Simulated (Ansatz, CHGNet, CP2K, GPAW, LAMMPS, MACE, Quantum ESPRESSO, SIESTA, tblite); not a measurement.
# Running glassy 67P2O5-33MgO (mol %) (80 atoms) with tblite

How near does tblite come to plane waves for glassy 67P2O5-33MgO (mol %) (80 atoms)?

Main program and level: tblite 0.8.0; the method is named at each step.

## 1. Starting point

The cell holds 80 atoms: 20 P, 5 Mg and 55 O. Its edges and angles: a = 10.514 Å, b = 10.514 Å, c = 10.514 Å, α = 90.0°, β = 90.0°, γ = 90.0°. 80 atoms (20 P, 5 Mg, 55 O) placed at random at 2.32 g/cm³, melted at 4000 K for 10 ps at fixed volume with the Morse and Coulomb pair potential with partial charges (Pedone, Malavasi, Menziani, Cormack and Segre, J. Phys. Chem. B 110, 11780 (2006)). Quenched from 4000 K to 300 K at 25 K/ps and fixed volume, held 5 ps.

The yardstick, on the same geometry:

* method: Kohn-Sham DFT, PBE, PAW, plane waves (Ansatz 0.2.0); cutoff 420 eV, Γ point, fermi-dirac smearing of 0.05 eV; PAW set soft_2
* r.m.s. force component: 1.485 eV/Å
* longest force: 6.704 eV/Å
* pressure: 1.683 GPa
* gap (highest filled to lowest empty level): 1.151 eV
* SCF cycles: 11
* time: 14 s on 4 threads of Arm Neoverse V2, shared host
* CPU time: 51 s

## 2. GFN1-xTB

Method: GFN1-xTB tight binding, diagonalisation.

The input, run.py:

```python
import numpy as np
from ase.io import read
from tblite.ase import TBLite

atoms = read("structure.xyz")
atoms.calc = TBLite(method="GFN1-xTB", electronic_temperature=580, accuracy=1.0, max_iterations=250, mixer_damping=0.4, verbosity=1)
energy = atoms.get_potential_energy()
forces = atoms.get_forces()
print(f"energy {energy:.6f} eV")
print("forces (eV/A)")
for i, (a, f) in enumerate(zip(atoms, forces)):
    print(f"{i:4d} {a.symbol:2s} {f[0]:10.5f} {f[1]:10.5f} {f[2]:10.5f}")
stress = -atoms.get_stress(voigt=False) * 160.21766
print("stress (GPa, compression positive)")
for row in stress:
    print(" ".join(f"{x:10.4f}" for x in row))
print("charges (e)")
print(np.array2string(atoms.get_charges(), precision=4, suppress_small=True, max_line_width=110, threshold=100000))
```

The input, structure.xyz:

```xyz
80
Lattice="10.51380 0.00000 0.00000 0.00000 10.51380 0.00000 0.00000 0.00000 10.51380" Properties=species:S:1:pos:R:3 pbc="T T T"
P 0.83259 0.79221 5.96322
P 6.05658 4.80712 0.91302
P 5.56317 3.67279 6.15604
P 0.46092 5.77975 7.26230
P 6.74965 3.06961 8.97900
P 5.48105 10.43968 2.40251
P 4.19185 7.20826 0.60097
P 2.03947 3.84532 2.89908
P 9.73021 3.95456 9.37253
P 2.11212 10.40267 8.60123
P 10.41255 8.97921 10.31425
P 6.21134 0.91449 5.20738
P 5.92558 6.47587 4.93549
P 10.37218 3.58121 5.12001
P 8.97889 5.56432 1.43398
P 3.17874 6.66060 3.44832
P 7.95716 8.42671 8.43385
P 8.66873 9.66586 5.71131
P 10.00767 0.85309 1.71848
P 3.22490 5.65401 8.67935
Mg 2.26352 2.81349 10.20375
Mg 7.94633 8.11466 2.84030
Mg 5.54929 10.35273 9.84744
Mg 4.82678 8.82770 7.22077
Mg 2.46612 0.71178 3.12775
O 6.57533 9.02158 8.58410
O 0.10924 7.17010 7.07379
O 2.94176 2.68459 3.18757
O 1.65540 0.51423 4.79934
O 2.23965 7.61883 4.08903
O 6.17444 3.53958 7.61840
O 3.37093 4.26398 9.28715
O 1.82814 3.91502 1.40244
O 9.11504 8.83727 9.45432
O 4.46447 6.45453 4.27964
O 6.06057 0.68119 3.70874
O 9.98306 9.90137 0.96695
O 9.56262 0.70306 3.11293
O 1.47677 0.41519 7.29595
O 3.66437 7.08146 2.03137
O 5.74779 0.63430 1.12182
O 5.99655 7.70525 5.84893
O 6.86593 6.60309 3.77487
O 3.14678 9.33941 8.21107
O 5.20233 0.15729 6.09716
O 8.73087 7.05245 1.38561
O 10.02344 10.43694 5.94040
O 8.44290 9.03482 7.10743
O 4.55973 8.57852 0.13699
O 8.29675 3.41394 8.96901
O 5.35121 6.16077 0.62294
O 0.26915 2.92431 9.39408
O 0.98188 1.01542 1.78514
O 0.34170 2.27971 5.95386
O 4.04340 10.20890 2.77259
O 6.10368 2.41512 5.48169
[... 20 atom lines left out ...]
O 0.37292 4.79976 6.00611
O 6.30860 9.12829 2.36855
O 9.21724 1.89995 1.00018
O 9.66618 5.19298 2.70835
```

On the command line:

```console
$ OMP_NUM_THREADS=1 python run.py > output.txt
```

Log:

```text
------------------------------------------------------------
  cycle        total energy    energy error   density error
------------------------------------------------------------
      1     -295.8049770136  -2.9719301E+02   1.0599175E+00
      2     -284.1642021446   1.1640775E+01   1.0527310E+00
      3     -300.5899376178  -1.6425735E+01   6.1573409E-01
      4     -318.4695737331  -1.7879636E+01   1.0550896E-01
      5     -317.2477211598   1.2218526E+00   1.4346193E-01
      6     -318.8473030758  -1.5995819E+00   4.8667220E-02
      7     -318.8599473104  -1.2644235E-02   3.8599219E-02
      8     -318.8672925234  -7.3452130E-03   3.0268154E-02
      9     -318.9169978865  -4.9705363E-02   1.2475121E-02
     10     -318.7904060485   1.2659184E-01   4.9160125E-02
     11     -318.9221467264  -1.3174068E-01   5.1182318E-03
     12     -318.9234803824  -1.3336561E-03   3.0042060E-03
     13     -318.9235665419  -8.6159453E-05   3.6960136E-03
     14     -318.9236728969  -1.0635502E-04   3.2764888E-03
     15     -318.9237912969  -1.1839997E-04   2.8561024E-03
     16     -318.9239573330  -1.6603611E-04   2.1970747E-03
     17     -318.9240264038  -6.9070754E-05   1.8559939E-03
     18     -318.9241141318  -8.7728052E-05   1.3062430E-03
     19     -318.9241784709  -6.4339141E-05   6.5883088E-04
     20     -318.9241907982  -1.2327303E-05   4.3513375E-04
     21     -318.9241986670  -7.8687594E-06   1.8227944E-04
     22     -318.9241999257  -1.2587122E-06   8.9812046E-05
     23     -318.9242002923  -3.6661811E-07   2.9953102E-05
     24     -318.9242003367  -4.4392152E-08   4.8136375E-06
------------------------------------------------------------
 total:                                   3.193 sec
energy -8678.369528 eV
forces (eV/A)
   0 P    -0.72433    0.44243   -1.78189
   1 P    -2.07699   -1.49805    3.45483
   2 P    -6.19209    2.28657    1.29533
   3 P     0.12712    1.94107   -1.09452
   4 P    -0.01085   -2.28837    0.67684
   5 P     0.07804   -4.02401   -1.46331
   6 P     1.14999    2.15290   -2.67667
   7 P     1.20512   -3.41759   -3.29219
   8 P     1.42380   -1.17585    1.64960
   9 P     2.77055   -2.33998    2.50181
  10 P     0.02118   -2.23888    2.46608
  11 P    -2.95277   -4.30880    1.59959
  12 P     1.98000    3.94624   -1.46543
  13 P    -2.83611    0.30659    0.22572
  14 P     2.22117    2.28709    4.20834
  15 P    -2.78674    2.56839    3.42257
  16 P    -1.20632   -5.72262    2.12175
  17 P     1.81599   -1.95468   -1.19600
  18 P    -1.59273    3.00366    1.13961
  19 P     4.49820   -3.31468   -1.47805
  20 Mg   -0.45631    0.28787    0.44639
  21 Mg   -0.45557   -0.14507   -0.52551
  22 Mg    0.41022   -0.07770    0.50594
  23 Mg    0.42330   -0.57046   -0.03689
[...]
72 O    -0.21015   -0.12136    0.92174
  73 O     0.85239   -1.55674    0.90939
  74 O     0.09253    1.83768   -0.16916
  75 O    -0.81155   -0.88871    0.20782
  76 O     1.24743    0.74141    0.04064
  77 O     0.14610    0.31622    0.60847
  78 O     0.39778   -0.37553   -1.17247
  79 O    -0.89536   -0.44621   -1.83130
stress (GPa, compression positive)
    3.2322     0.7105     0.9856
    0.7105     1.3992    -0.4382
    0.9856    -0.4382     3.3465
charges (e)
[ 0.5618  0.5539  0.5599  0.5558  0.5622  0.5545  0.5656  0.5612  0.5625  0.5523  0.5493  0.5596  0.5592
  0.5619  0.5559  0.5511  0.5518  0.5644  0.5403  0.555   0.8457  0.8808  0.8427  0.8316  0.8563 -0.4158
 -0.2813 -0.4005 -0.3155 -0.3189 -0.1596 -0.42   -0.3741 -0.2069 -0.1956 -0.1615 -0.2351 -0.4525 -0.1566
 -0.135  -0.3912 -0.3663 -0.3662 -0.3987 -0.3914 -0.3946 -0.1641 -0.1739 -0.3255 -0.1548 -0.1833 -0.3244
 -0.466  -0.1969 -0.4204 -0.1199 -0.1595 -0.179  -0.3261 -0.3009 -0.299  -0.1567 -0.1785 -0.3267 -0.3924
 -0.3783 -0.3275 -0.3565 -0.1722 -0.1625 -0.1917 -0.1514 -0.1584 -0.1374 -0.3795 -0.1764 -0.1934 -0.4449
 -0.4324 -0.3477]
```

Elapsed: 3.8 s, on 1 thread of Arm Neoverse V2, shared host; peak memory 0.11 GiB.

Banners, paths, timers and routine set-up lines are dropped from the logs unmarked, and long logs keep their key lines alone; longer cuts are marked.

Numbers from this run, and their distance from the reference:

```yaml
r_m_s_force_component: 1.549 eV/Å
r_m_s_difference_of_force_components: 426.5 meV/Å
longest_difference_of_force_vectors: 1601 meV/Å
force_difference_over_r_m_s_force: 28.72 %
slope_of_forces_against_the_reference_s: 1.003
correlation_of_force_components: 0.9613
pressure: 2.659 GPa
pressure_difference: 0.976 GPa
```

Length of the force difference by element (eV/Å):

```csv
element,atoms,mean,most
Mg,5,0.68,1.0
O,55,0.50,1.2
P,20,1.1,1.6
```

The surroundings of P3, which bears the longest force, nearest first, numbered as they follow in the input and with coordinates relative to it.

| atom | x | y | z | distance (Å) | bonds | Mulliken charge (e) | Fx | Fy | Fz (eV/Å) |
| --- | --- | --- | --- | --- | --- | --- | --- | --- | --- |
| P3 | 0.00 | 0.00 | 0.00 | 0.00 | 4 | 0.56 | -6.19 | 2.29 | 1.30 |
| O64 | -1.50 | -0.04 | 0.05 | 1.50 | 1 | -0.33 | 2.55 | -0.05 | -0.12 |
| O56 | 0.54 | -1.26 | -0.67 | 1.53 | 2 | -0.12 | 2.25 | -0.23 | -1.43 |
| O74 | 0.49 | 1.36 | -0.61 | 1.57 | 2 | -0.14 | 0.85 | -1.56 | 0.91 |
| O31 | 0.61 | -0.13 | 1.46 | 1.59 | 2 | -0.16 | 0.63 | 0.81 | -0.04 |
| P12 | 0.65 | -2.76 | -0.95 | 2.99 | 4 | 0.56 | -2.95 | -4.31 | 1.60 |
| P13 | 0.36 | 2.80 | -1.22 | 3.08 | 4 | 0.56 | 1.98 | 3.95 | -1.47 |
| P5 | 1.19 | -0.60 | 2.82 | 3.12 | 4 | 0.56 | -0.01 | -2.29 | 0.68 |
| O65 | -1.22 | 2.44 | 1.65 | 3.19 | 1 | -0.39 | -0.68 | 0.20 | -0.45 |

Atoms are counted from 1 here, from 0 in the log.

Forces lie 29 % from the reference's, at 0.073 times its CPU time (on 1 against 4 cores).

## 3. What came out

| Item | Value |
| --- | --- |
| force difference from the reference | tblite GFN1-xTB, 29 % |
| its CPU time | 3.7 s |

What this shows: Tight binding differs by 29 % (tblite GFN1-xTB); it is another model, with fitted parameters of its own, and the xTB methods hold dispersion. One electronic-structure run takes under half the reference's CPU time: tblite GFN1-xTB, at 29 % in 3.7 s against 51 s. Periodic xTB results under one method name differ between programs and library versions. The quench rate of 25 K/ps is many orders above laboratory rates, so the cell is likely richer in defects and strain than a real sample. The network of bonds at the start is that of the classical potential that made the cell, and needn't be the one that DFT or experiment would give. The electronic-structure runs sample only Γ, in a cell whose shortest periodic width is 11 Å.

[Also dropped from logs without a mark: logging warnings of Python, and SIESTA's first energy breakdown and zero terms.]

[Logs are printed without paths, hosts, clocks, repeated set-up lines and the standing remarks that a program may print on its own settings, such as how far it seeks lower states.]

[Hosts, paths, dates, database ids (printed as entryN), source tags and the programs' standing remarks are cut or masked in the printed files.]
